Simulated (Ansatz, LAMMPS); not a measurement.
# Forces and charges in amorphous 32Ga2O3-68GeO2 (mol %) (69 atoms)

Wanted: forces, charges and levels of amorphous 32Ga2O3-68GeO2 (mol %) (69 atoms).

Program: Ansatz 0.2.0. Level of theory: Kohn-Sham DFT, PBE, PAW (set soft_2), plane waves. Results are calculated unless marked as measured.

## Step 1: Starting point

The cell holds 69 atoms: 12 Ga, 13 Ge and 44 O. Cell: a = 9.971 Å, b = 9.971 Å, c = 9.971 Å, α = 90.0°, β = 90.0°, γ = 90.0°. 69 atoms (12 Fe, 13 Ge, 44 O) placed at random at 3.95 g/cm³, melted at 5000 K for 10 ps at fixed volume with the Morse and Coulomb pair potential with partial charges (Pedone, Malavasi, Menziani, Cormack and Segre, J. Phys. Chem. B 110, 11780 (2006)). Quenched from 5000 K to 300 K at 20 K/ps and fixed volume, held 5 ps, then minimised at fixed cell. Then Fe was replaced by Ga and the cell scaled by 1.006 (the potential has no terms for the new elements, so the cell is a start for a DFT relaxation).

What the set-up can't give: The quench rate of 20 K/ps is orders of magnitude faster than experiment, which tends to freeze in extra defects. The starting topology of bonds comes from the classical model, and needn't be the one that DFT or experiment would give. Only the Γ point is sampled, in a cell whose shortest periodic width is 10 Å.

## Step 2: Making the structure

A classical potential makes the cell, at a small fraction of what the same run would cost in DFT.

This step: classical MD, Morse and Coulomb pair potential with partial charges (Pedone, Malavasi, Menziani, Cormack and Segre, J. Phys. Chem. B 110, 11780 (2006)) (LAMMPS 22 Jul 2025 - Update 4).

The input, in.lmp:

```
# melt-quench of Fe12Ge13O44
units metal
atom_style charge
boundary p p p
region box block 0 9.9120 0 9.9120 0 9.9120
create_box 3 box
mass 1 55.8450   # Fe
mass 2 72.6300   # Ge
mass 3 15.9990   # O
create_atoms 1 random 12 177685 NULL overlap 1.5 maxtry 2000
create_atoms 2 random 13 177692 NULL overlap 1.5 maxtry 2000
create_atoms 3 random 44 177699 NULL overlap 1.5 maxtry 2000
pair_style hybrid/overlay pedone 5.5 coul/long 8.0
pair_coeff * * coul/long
pair_coeff 1 3 pedone 0.418981 1.620376 2.382183 2   # Fe-O
pair_coeff 2 3 pedone 0.158118 2.294230 2.261313 5   # Ge-O
pair_coeff 3 3 pedone 0.042395 1.379316 3.618701 22   # O-O
set type 1 charge 1.8
set type 2 charge 2.4
set type 3 charge -1.2
kspace_style pppm 1.0e-4
neigh_modify delay 0 every 1 check yes
thermo_style custom step time temp pe press density
thermo_modify norm yes
timestep 0.002
thermo 100
min_style cg
minimize 1e-4 1e-4 200 2000
reset_timestep 0
velocity all create 5000 177686 mom yes dist gaussian
fix lim all nve/limit 0.05
fix lan all langevin 5000 5000 0.2 177687 zero yes
thermo 500
run 1000 post no
# [... 10 lines left out ...]
thermo 1250
fix md all nvt temp 300 300 0.2
run 2500 post no
unfix md
thermo 100
min_style cg
minimize 0 1e-3 2000 20000
write_dump all custom glass.dump id type xs ys zs modify sort id
```

Launch:

```console
lmp -in in.lmp -log none -nocite
```

Numbers of over 12 decimals in the logs are rounded to 6 here.

The log of the run:

```text
LAMMPS (22 Jul 2025 - Update 4)
Created orthogonal box = (0 0 0) to (9.912 9.912 9.912)
Created 12 atoms
Created 13 atoms
Created 44 atoms
PPPM initialization ...
  G vector (1/distance) = 0.37429824
  grid = 10 10 10
  estimated relative force accuracy = 8.711424e-05
   Step          Time           Temp          PotEng         Press         Density
         0   0              0             -3.4827308      598509.13      3.9530489
        72   0.144          0             -14.914631     -32927.179      3.9530489
Loop time of 0.0283977 s on 1 MPI rank(s) for 72 steps with 69 atoms
Minimization stats:
  Stopping criterion = energy tolerance
[... 36 lines left out ...]
    125000   250            263.62198     -14.996009     -59744.653      3.9530489
    126000   252            278.57584     -14.996268     -64477.539      3.9530489
Loop time of 0.559511 s on 1 MPI rank(s) for 2500 steps with 69 atoms
   Step          Time           Temp          PotEng         Press         Density
    126000   252            278.57584     -14.996268     -64477.539      3.9530489
    126014   252.028        278.57584     -15.03775      -64175.835      3.9530489
Loop time of 0.017182 s on 1 MPI rank(s) for 14 steps with 69 atoms
Minimization stats:
  Stopping criterion = linesearch alpha is zero
  Energy initial, next-to-last, final =
      -14.996268439539   -15.037750006376   -15.037750006376
  Force two-norm initial, final = 10.269914 0.48994336
  Iterations, force evaluations = 14 61
```

It took 32 s on 1 thread of Arm Neoverse V2, shared host; peak memory 0.078 GiB.

## Step 3: Plane-wave single point

The electrons are solved once, with the atoms held.

The input, input.yaml:

```yaml
crystal:
  lattice:
    - [9.97147, 0.0, 0.0]
    - [0.0, 9.97147, 0.0]
    - [0.0, 0.0, 9.97147]
  atoms:
    - { symbol: Ga, position: [0.89911, 0.06658, 0.26282] }
    - { symbol: Ga, position: [0.22486, 0.91248, 0.82548] }
    - { symbol: Ga, position: [0.04077, 0.8832, 0.55722] }
    - { symbol: Ga, position: [0.32612, 0.67021, 0.04947] }
    - { symbol: Ga, position: [0.02847, 0.30299, 0.451] }
    - { symbol: Ga, position: [0.14805, 0.30218, 0.83957] }
    - { symbol: Ga, position: [0.26247, 0.57128, 0.72586] }
    - { symbol: Ga, position: [0.35876, 0.04874, 0.03595] }
    - { symbol: Ga, position: [0.03427, 0.11972, 0.98866] }
    - { symbol: Ga, position: [0.17383, 0.27556, 0.20818] }
    - { symbol: Ga, position: [0.67394, 0.11286, 0.98195] }
    - { symbol: Ga, position: [0.11573, 0.87947, 0.22651] }
    - { symbol: Ge, position: [0.57632, 0.63308, 0.32947] }
    - { symbol: Ge, position: [0.56364, 0.97526, 0.28647] }
    - { symbol: Ge, position: [0.97552, 0.56038, 0.68176] }
    - { symbol: Ge, position: [0.86373, 0.12983, 0.69688] }
    - { symbol: Ge, position: [0.56321, 0.81956, 0.89644] }
    - { symbol: Ge, position: [0.30998, 0.07957, 0.5113] }
    - { symbol: Ge, position: [0.78392, 0.38257, 0.19138] }
    - { symbol: Ge, position: [0.45465, 0.28776, 0.7436] }
    - { symbol: Ge, position: [0.89345, 0.84823, 0.97484] }
    - { symbol: Ge, position: [0.01373, 0.54038, 0.99788] }
    - { symbol: Ge, position: [0.63444, 0.5738, 0.66493] }
    - { symbol: Ge, position: [0.24962, 0.5822, 0.37622] }
    - { symbol: Ge, position: [0.47043, 0.33512, 0.06167] }
    - { symbol: O, position: [0.01336, 0.95999, 0.38675] }
    - { symbol: O, position: [0.26428, 0.88608, 0.09371] }
    - { symbol: O, position: [0.22557, 0.11333, 0.90326] }
    - { symbol: O, position: [0.9215, 0.68359, 0.93736] }
    - { symbol: O, position: [0.10854, 0.32508, 0.0269] }
    - { symbol: O, position: [0.04797, 0.7102, 0.64218] }
    - { symbol: O, position: [0.63885, 0.31023, 0.11136] }
    - { symbol: O, position: [0.55515, 0.42419, 0.70772] }
    - { symbol: O, position: [0.60095, 0.61144, 0.5009] }
    - { symbol: O, position: [0.58759, 0.80429, 0.30323] }
    - { symbol: O, position: [0.29553, 0.57883, 0.54383] }
    - { symbol: O, position: [0.19139, 0.18684, 0.4386] }
    - { symbol: O, position: [0.89402, 0.21032, 0.54988] }
    - { symbol: O, position: [0.0428, 0.44379, 0.57604] }
    - { symbol: O, position: [0.41984, 0.01706, 0.38603] }
    - { symbol: O, position: [0.16903, 0.4349, 0.3207] }
    - { symbol: O, position: [0.0659, 0.50014, 0.82731] }
    - { symbol: O, position: [0.88143, 0.45776, 0.07148] }
    - { symbol: O, position: [0.03415, 0.93217, 0.91048] }
    - { symbol: O, position: [0.90425, 0.96656, 0.66326] }
    - { symbol: O, position: [0.53827, 0.02967, 0.11709] }
    - { symbol: O, position: [0.14308, 0.61547, 0.08047] }
    - { symbol: O, position: [0.50599, 0.73358, 0.03142] }
    - { symbol: O, position: [0.10018, 0.0959, 0.17205] }
    - { symbol: O, position: [0.71482, 0.05253, 0.31277] }
    - { symbol: O, position: [0.35518, 0.2354, 0.14523] }
    - { symbol: O, position: [0.85187, 0.11947, 0.05688] }
    - { symbol: O, position: [0.40745, 0.1726, 0.62447] }
    - { symbol: O, position: [0.99026, 0.20005, 0.80283] }
    - { symbol: O, position: [0.80601, 0.55298, 0.6823] }
    - { symbol: O, position: [0.21785, 0.96714, 0.6178] }
    - { symbol: O, position: [0.90831, 0.2905, 0.28116] }
    - { symbol: O, position: [0.5831, 0.70434, 0.76817] }
    - { symbol: O, position: [0.72422, 0.89085, 0.93714] }
    - { symbol: O, position: [0.17506, 0.73559, 0.3456] }
    - { symbol: O, position: [0.29942, 0.37618, 0.76067] }
    - { symbol: O, position: [0.44083, 0.94243, 0.87183] }
    - { symbol: O, position: [0.69224, 0.51414, 0.26782] }
    - { symbol: O, position: [0.72256, 0.14724, 0.79512] }
    - { symbol: O, position: [0.93292, 0.87275, 0.14234] }
    - { symbol: O, position: [0.3939, 0.47833, 0.01686] }
    - { symbol: O, position: [0.27264, 0.71901, 0.84251] }
    - { symbol: O, position: [0.48508, 0.23825, 0.91194] }
    - { symbol: O, position: [0.4076, 0.58926, 0.29142] }
kpoints:
  mp_grid: { grid: [1, 1, 1] }
hamiltonian:
  xc: pbe
scf:
  occupations: { method: fixed }
output:
  forces: true
  stress: true
  populations: true
  dos:
    method: { smearing: { sigma: 0.1 } }
    de: 0.1
    projected: { site_lists: { Ga: [Ga], Ge: [Ge], O: [O] } }
  eigenvalues: true
  write_density: true
  write_potential: true
  volumetric_format: npy
```

Launch:

```console
ansatz run input.yaml --threads 8 --pin off --max-ram 15872MiB --backend cpu --events-out ev --progress --plain --runs-dir out
```

The log of the run:

```text
Engine: ansatz 0.2.0, aarch64-unknown-linux-gnu
Pseudopotentials: kind: paw
Pseudopotential: Ga, paw, valence charge 13, recommended cutoff 420 eV (normal), Ga.paw.azcp
Pseudopotential: Ge, paw, valence charge 14, recommended cutoff 420 eV (normal), Ge.paw.azcp
Pseudopotential: O, paw, valence charge 6, recommended cutoff 420 eV (normal), O.paw.azcp
Functional definition: PBE
  parameter kappa = 0.804
  parameter beta = 0.066725
  exchange = pbe_x(kappa = kappa, mu = beta*pi^2/3)
  correlation = pbe_c(beta = beta)
Crystal: 69 atoms, lattice volume = 991.465 Å³
Basis set: ecut = 420 eV, 19381 PW (Γ), exchange–correlation on 144×144×144 points (8 copies of the dense FFT grid, shifted against one another)
Bands: 370, of which v1, the nominal top of the filled ones, is band 301 counted from 1 (300 counted from 0)
Symmetry: 1 space group operations
Space group: P1 (ITA 1), of the structure as read, at distance tolerance 1.0e-4 Å
k-points: 1
Non-local potential: Ga, projectors of the file, l = 0: 2, l = 1: 2, l = 2: 3, l = 3: 1
Non-local potential: Ge, projectors of the file, l = 0: 2, l = 1: 2, l = 2: 3, l = 3: 1
Non-local potential: O, projectors of the file, l = 0: 2, l = 1: 2, l = 2: 1
PAW form: soft (Blöchl's): semilocal exchange-correlation on the pseudo side does not see the compensation charge
PAW one-centre angular grid: Ga, 590 points (default); XC on 64 Gauss nodes
PAW one-centre angular grid: Ge, 590 points (default); XC on 64 Gauss nodes
PAW one-centre angular grid: O, 110 points (default); XC on 64 Gauss nodes
Initial density: superposition of atomic densities (neutral atoms: chi_scale 0, normalization atom), corrected by the library's trained network
Initial wavefunctions: pseudopotential atomic-orbital guess
Functional: x = pbe(κ = 0.804, μ = 0.219515), c = pbe(β = 0.066725)
SCF iter   1: F=—  HF=-126188.859977 eV  |F-HF|=—  |Δ(HF+E_count)|=         —  Δρ=3.49e-3  dr2=1.16e-1  ethr=1.77e-3  ⟨swp⟩=5.0  Hψ=1244  notcnv=0  defer=67
preconditioner: auto → Resta (q_TF=auto, 2.511 Å⁻¹)  ε∞=3.3  [insulator: Δε(μ)=0.692 eV  Ē_g=18.926 eV  n_scr=250 (ndim 8)  ℏωp=28.9 eV  f_vac=0.208  ε∞_Penn≈3.3]
SCF iter   2: F=—  HF=-126188.849319 eV  |F-HF|=—  |Δ(HF+E_count)|=   1.07e-2  Δρ=1.93e-3  dr2=2.44e-2  ethr=1.92e-5  ⟨swp⟩=2.0  Hψ=664  notcnv=0  defer=67
SCF iter   3: F=—  HF=-126188.847508 eV  |F-HF|=—  |Δ(HF+E_count)|=   1.81e-3  Δρ=8.13e-4  dr2=7.66e-3  ethr=4.06e-6  ⟨swp⟩=2.0  Hψ=504  notcnv=0  defer=67
SCF iter   4: F=—  HF=-126188.846916 eV  |F-HF|=—  |Δ(HF+E_count)|=   5.92e-4  Δρ=2.78e-4  dr2=7.92e-4  ethr=1.27e-6  ⟨swp⟩=2.0  Hψ=511  notcnv=0  defer=67
SCF iter   5: F=—  HF=-126188.846865 eV  |F-HF|=—  |Δ(HF+E_count)|=   5.02e-5  Δρ=1.63e-4  dr2=2.61e-4  ethr=1.31e-7  ⟨swp⟩=2.0  Hψ=527  notcnv=0  defer=66
SCF iter   6: F=—  HF=-126188.846899 eV  |F-HF|=—  |Δ(HF+E_count)|=   3.40e-5  Δρ=5.99e-5  dr2=3.87e-5  ethr=4.34e-8  ⟨swp⟩=2.0  Hψ=509  notcnv=0  defer=64
SCF iter   7: F=—  HF=-126188.847830 eV  |F-HF|=—  |Δ(HF+E_count)|=   9.31e-4  Δρ=2.07e-5  dr2=5.62e-6  ethr=6.43e-9  ⟨swp⟩=2.0  Hψ=671  notcnv=0  defer=64
SCF iter   8: F=—  HF=-126188.847833 eV  |F-HF|=—  |Δ(HF+E_count)|=   2.57e-6  Δρ=9.59e-6  dr2=1.07e-6  ethr=9.34e-10  ⟨swp⟩=2.0  Hψ=571  notcnv=0  defer=64
SCF iter   9: F=—  HF=-126188.847833 eV  |F-HF|=—  |Δ(HF+E_count)|=   3.24e-7  Δρ=4.36e-6  dr2=2.11e-7  ethr=1.78e-10  ⟨swp⟩=2.0  Hψ=607  notcnv=0  defer=64
SCF iter  10: F=-126188.847833 eV  HF=-126188.847833 eV  |F-HF|=5.60e-9  |Δ(HF+E_count)|=   4.75e-8  Δρ=1.64e-6  dr2=3.06e-8  ethr=1.66e-11  ⟨swp⟩=16.0  Hψ=2840  notcnv=0
SCF 1 converged in 10 iterations: F = -126188.847833 eV  dr2 = 3.06e-8
  greatest PAW one-centre occupation: 0.999 electrons in one spin orbital (limit 2), on the Ge atom at site 24 (counted from 0), in its partial waves of l = 2
WARN: The input density's exchange-correlation potential varies sharply where the density is thin. Do not read a vacuum level from v_tot or v_xc, or from such a field of the output density. On a cell that repeats whose density bears no net charge and no dipole along the vacuum's axis use v_es (v_loc + v_h of the components); [...]
SCF converged after 10 iterations
Free energy (F): -126188.847833 eV
Harris-Foulkes:  -126188.847833 eV  (|F-HF|=5.60e-9)
Internal energy: -126188.847833 eV  (E = F + TS)
E sigma→0 (E₀):  -126188.847833 eV
Fermi energy:    4.754769 eV
--- Per-component energies (eV) ---
  E_band       = -4551.050733
  E_kinetic    = 10504.661007
  E_local      = -91372.220196  (includes V_loc(G=0)·N_el)
  E_nonlocal   = 12852.645369
  E_hartree    = 39992.692038
  E_xc         = -4983.179087
  E_vxc        = -5589.182680  (∫ρ·V_xc dr)
  E_paw        = -57297.002154  (= ΣΔE_a)
  E_vpaw       = -10932.442466  (= ΣTr[D̂ρ^β])
  E_aug_tail   = 0.110857  (compensation charges beyond the density's cutoff)
  E_ewald      = -35886.555667
  E_smearing   = -0.000000  (= −TS)
  E_closure    = 0.000000  (closes the sum)
  Σ components = -126188.847833   (vs F -126188.847833, Δ=0.00e0)
--- Forces (eV/Å), atoms counted from 1 ---
  atom   1  Ga    -0.99468851    -0.61045873    -0.72464795
  atom   2  Ga     0.13414603    -0.03828977     0.08871919
  atom   3  Ga    -1.07905397     0.61851281     0.53495889
  atom   4  Ga     0.36639785    -0.15994223    -0.95988701
  atom   5  Ga    -0.62079517     0.38346555     1.98553744
  atom   6  Ga    -0.58754260    -0.35551492     0.35076190
  atom   7  Ga    -0.01868721     0.74991029    -1.03507439
  atom   8  Ga    -0.04958451    -0.67706634     0.19649545
  atom   9  Ga    -0.68493537    -0.31904723    -0.42755409
  atom  10  Ga     0.90563960     0.37524334    -0.94031881
  atom  11  Ga     1.77182333    -0.11906946    -0.37588080
  atom  12  Ga    -0.14648083    -0.60705887    -0.08749447
  atom  13  Ge    -0.44155129    -0.51588444     0.46754958
  atom  14  Ge     0.57003867     0.16206020     0.56981736
[...]
atom  68  O      1.00951525    -1.79332074    -0.42405383
  atom  69  O      0.31887338    -0.25067461    -1.13490709
  max |Σ_I F_I| component: 1.75e-5 eV/Å
--- Stress (GPa, compression-positive) ---
       -3.813659       1.664474       0.693721
        1.664474      -3.064727       0.280737
        0.693721       0.280738      -1.629024
  P = ⅓ Tr σ = -2.8358 GPa (-28.358 kbar)
--- Band table (eV) ---
  k-point 0: bands = ["-20.8116", "-20.7244", "-20.6840", "-20.5232", [... 354 levels ...], "13.4783", "13.5493", "13.5914", "13.5996", "13.7078", "13.7626", "13.8780", "13.9532", "13.9911", "14.0409", "14.1468", "14.1549"]
--- Löwdin populations: 69 sites ---
  site symbol       q [e]
     0     Ga     11.9626
     1     Ga     11.9578
     2     Ga     11.9218
[...]
68      O      6.7396
  spilling = 0.004233 (of n_electrons = 602.000000)
```

Wall time 9.5 s (8 threads of Arm Neoverse V2, shared host); peak memory 1.4 GiB.

In the SCF lines HF is the Harris–Foulkes energy and dr2 the Hartree energy of the density residual, in eV; the loop may stop once dr2 is under the threshold and the program's other checks hold. Hψ counts applications of the Hamiltonian.

The program notes that the exchange-correlation potential is rough where the density is thin.

The run gave:

```
free energy                                      : -126188.8478 eV
free energy per atom                             : -1828.8239 eV/atom
SCF cycles                                       : 10
pressure                                         : -2.836 GPa
r.m.s. force component                           : 0.8737 eV/Å
longest force                                    : 2.937 eV/Å
Fermi energy                                     : 4.755 eV
gap (highest filled to lowest empty level) : 0.4835 eV
spilling of the projection                       : 0.004233
```

Neighbours are counted within 2.12 Å (O-Ge), 2.50 Å (O-Ga).

Length of the force by element and coordination:

| element | coordination | atoms | mean length of the force (eV/Å) | spread | least | most |
| --- | --- | --- | --- | --- | --- | --- |
| Ga | all | 12 | 1.12 | 0.515 | 0.165 | 2.12 |
| Ga | 4 | 2 | 1.32 | 0.0378 | 1.28 | 1.35 |
| Ga | 5 | 7 | 0.970 | 0.578 | 0.165 | 2.12 |
| Ga | 6 | 3 | 1.35 | 0.387 | 0.868 | 1.82 |
| Ge | all | 13 | 0.962 | 0.464 | 0.428 | 2.26 |
| O | all | 44 | 1.52 | 0.720 | 0.250 | 2.94 |
| O | 2 | 22 | 1.47 | 0.737 | 0.250 | 2.57 |
| O | 3 | 19 | 1.64 | 0.728 | 0.341 | 2.94 |
| O | 4 | 3 | 1.15 | 0.12 | 0.980 | 1.25 |

Löwdin charges by element and coordination (they lack the spilled electrons, 0.037 e an atom on average):

| element | coordination | atoms | mean charge (e) | spread | least | most |
| --- | --- | --- | --- | --- | --- | --- |
| Ga | all | 12 | 1.03 | 0.0244 | 0.987 | 1.08 |
| Ga | 4 | 2 | 1.07 | 0.0063 | 1.07 | 1.08 |
| Ga | 5 | 7 | 1.03 | 0.0182 | 0.987 | 1.04 |
| Ga | 6 | 3 | 1.02 | 0.0166 | 0.997 | 1.04 |
| Ge | all | 13 | 1.62 | 0.0258 | 1.58 | 1.67 |
| O | all | 44 | -0.702 | 0.0412 | -0.766 | -0.616 |
| O | 2 | 22 | -0.737 | 0.017 | -0.766 | -0.707 |
| O | 3 | 19 | -0.672 | 0.0232 | -0.704 | -0.629 |
| O | 4 | 3 | -0.635 | 0.0229 | -0.668 | -0.616 |

States in the cell by windows of 1 eV, zero at the Fermi level; the larger projections on atomic orbitals stand beside the total:

| from (eV) | to (eV) | total | O p | Ge p | Ga s | Ga d |
| --- | --- | --- | --- | --- | --- | --- |
| -14 | -13 | 65.3 | 0.8 | 0.2 | 0.1 | 62.2 |
| -13 | -12 | 0.5 | 0.0 | 0.0 | 0.0 | 0.4 |
| -12 | -11 | 0.0 | 0.0 | 0.0 | 0.0 | 0.0 |
| -11 | -10 | 4.0 | 2.3 | 0.1 | 0.0 | 0.0 |
| -10 | -9 | 5.7 | 3.3 | 0.3 | 0.1 | 0.1 |
| -9 | -8 | 6.5 | 3.8 | 0.4 | 0.4 | 0.1 |
| -8 | -7 | 13.2 | 8.0 | 0.9 | 1.7 | 0.1 |
| -7 | -6 | 18.7 | 12.5 | 2.2 | 2.5 | 0.1 |
| -6 | -5 | 23.1 | 16.5 | 2.6 | 1.5 | 0.1 |
| -5 | -4 | 26.7 | 20.5 | 2.1 | 0.5 | 0.2 |
| -4 | -3 | 33.0 | 27.1 | 1.9 | 0.3 | 0.2 |
| -3 | -2 | 54.8 | 50.0 | 1.2 | 0.3 | 0.2 |
| -2 | -1 | 53.2 | 50.4 | 0.6 | 0.2 | 0.2 |
| -1 | 0 | 23.9 | 23.0 | 0.2 | 0.1 | 0.1 |
| 0 | 1 | 3.2 | 1.4 | 0.0 | 0.6 | 0.0 |
| 1 | 2 | 0.0 | 0.0 | 0.0 | 0.0 | 0.0 |
| 2 | 3 | 7.3 | 2.0 | 0.5 | 1.9 | 0.0 |
| 3 | 4 | 12.4 | 3.2 | 1.0 | 3.3 | 0.0 |
| 4 | 5 | 13.1 | 3.5 | 1.4 | 3.5 | 0.0 |

With fixed occupations the program's Fermi level is the highest filled level.

Between -26 and -14 eV lie 272 more states.

The levels nearest the highest filled one (over half full), pooled over k-points and spins:

| level less the highest filled one (eV) | occupation |
| --- | --- |
| -0.783 | 2 |
| -0.731 | 2 |
| -0.543 | 2 |
| -0.479 | 2 |
| -0.428 | 2 |
| 0 | 2 |
| 0.483 | 0 |
| 2.28 | 0 |
| 2.68 | 0 |
| 2.87 | 0 |
| 2.95 | 0 |
| 3.29 | 0 |

Electrostatic potential energy in the bc plane at fractional x = 0.028, with atoms of Ga and Ge and O within 0.2 Å of it. With pseudopotentials it is smooth inside the atoms' cores, unlike the true potential.

Ten even steps from '0' (-32 eV) to '9' (11 eV), each cell a mean:
```
7433347899987200037999988536
7643358899988632368999995000
8877778888898646789999996101
9999733788897103899999999757
9999400588897203789999999999
9999734799998755578999999999
9999999999998731247789999999
9999999999998620134114988889
9999999999974442243002765568
8999999999820046677325633336
8999998777720069999998533335
9999986433565799999998633347
9999985333368999999999875567
5999985333368999999999998611
2899986433589999999999999400
5999988777899999999999999621
8889998888999999999999988877
8888999999999999999999876678
8888999999999999999999875578
9877899999999999999999877788
9888899999999988999999988889
9877789999999866689999999999
8643468999998411258999999999
7433347998987200037999999999
```
Columns run along b (10.0 Å; values clipped at the 3rd and 97th percentile), rows up along c (10.0 Å). Atoms in or near the plane, at fractional coordinates: Ga at (0.88, 0.56), Ga at (0.30, 0.45), Ga at (0.12, 0.99), Ge at (0.54, 0.00), O at (0.96, 0.39), O at (0.71, 0.64), O at (0.44, 0.58), O at (0.93, 0.91).

[end of part 1 of 2]

[Logs are printed without paths, hosts, clocks, repeated set-up lines and the standing remarks that a program may print on its own settings, such as how far it seeks lower states.]

[Hosts, paths, dates, database ids (printed as entryN), source tags and the programs' standing remarks are cut or masked in the printed files.]
